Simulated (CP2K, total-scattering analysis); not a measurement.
**Worked example: from partials to totals in CaSiO3**

A simulated model of CaSiO3 at 2200 K, fixed volume, from ab initio molecular dynamics with CP2K (PBE, Gaussian and plane waves, DZVP-MOLOPT-SR basis, GTH potentials, 400 Ry, CSVR thermostat, no spin, fixed volume). The average runs over 0.69 ps of 70 atoms, so shells between rare elements are rough. Mean temperature 2127 K, largest m.s.d. 2.21 Å², energy drift -43 meV an atom (last third less first); the first quarter of the run is discarded. Start: last frame of a classical run of this cell at the same density and temperature. So short a stretch relaxes bonds and nearest shells but still remembers its start. It is a liquid as far as so short a run tells. The potential energy falls by 43 meV an atom from the first to the last third of the average, so the sample is relaxing or ordering and this is no equilibrium average. Atom fractions Ca 0.2000, Si 0.2000, O 0.6000; masses Ca 40.078, Si 28.085, O 15.999 u; density 2.5500 g/cm³; coherent lengths Ca 4.7, Si 4.15071, O 5.8037 fm. Faber–Ziman partials at a few Q:

| Q (Å⁻¹) | S O–O | S Ca–O | S Si–O | S Ca–Si | S Ca–Ca | S Si–Si |
| --- | --- | --- | --- | --- | --- | --- |
| 2.80 | 1.963 | 1.628 | -0.922 | 0.451 | 0.132 | 1.740 |
| 3.20 | 1.169 | 1.737 | 0.215 | 0.150 | 0.769 | 0.535 |
| 5.10 | 1.305 | 0.850 | 1.514 | 0.772 | 0.954 | 0.936 |

The pair function g(SiO), r in Å, every 0.06 Å up to its first minimum: 1.41 0.10, 1.47 1.10, 1.53 4.32, 1.59 10.22, 1.65 11.84, 1.71 8.97, 1.77 5.76, 1.83 2.93, 1.89 1.22, 1.95 0.55, 2.01 0.31, 2.07 0.13, 2.13 0.06, 2.19 0.04, 2.25 0.04, 2.31 0.05, 2.37 0.04, 2.43 0.02.

**Tasks.** (a) The number density. (b) The neutron weights. (c) The neutron S(Q) at the listed Q. (d) The number of O around Si.

(a) The mean mass is 0.2000×40.078 + 0.2000×28.085 + 0.6000×15.999 = 23.232 u, so ρ₀ = 2.5500/(23.232 × 1.66054) = 0.06610 Å⁻³.

(b) ⟨b⟩ = 0.2000×4.7 + 0.2000×4.15071 + 0.6000×5.8037 = 5.252 fm. The weight of a pair is ci cj bi bj (2 − δij)/⟨b⟩²: O–O 0.440, Ca–O 0.237, Si–O 0.210, Ca–Si 0.057, Ca–Ca 0.032, Si–Si 0.025; they sum to 1.000.

(c) S = 1 + Σ w (Sij − 1). At 2.80 Å⁻¹: 1 + 0.423 + 0.149 − 0.403 − 0.031 − 0.028 + 0.018 = 1.128; O–O pushes up most; Si–O pulls down most. At 3.20 Å⁻¹: 1 + 0.074 + 0.175 − 0.165 − 0.048 − 0.007 − 0.012 = 1.017; Ca–O pushes up most; Si–O pulls down most. At 5.10 Å⁻¹: 1 + 0.134 − 0.036 + 0.108 − 0.013 − 0.001 − 0.002 = 1.190; O–O pushes up most; Ca–O pulls down most.

(d) n = 4πρ₀ c(O) Σ r² g Δr. The sum Σ r² g over the listed points is 134.4 Å², so n = 4π × 0.06610 × 0.6000 × 134.4 × 0.06 = 4.02; counting pairs in the frames up to 2.48 Å gives 4.01. By balance, each O has n c(Si)/c(O) = 1.34 Si.
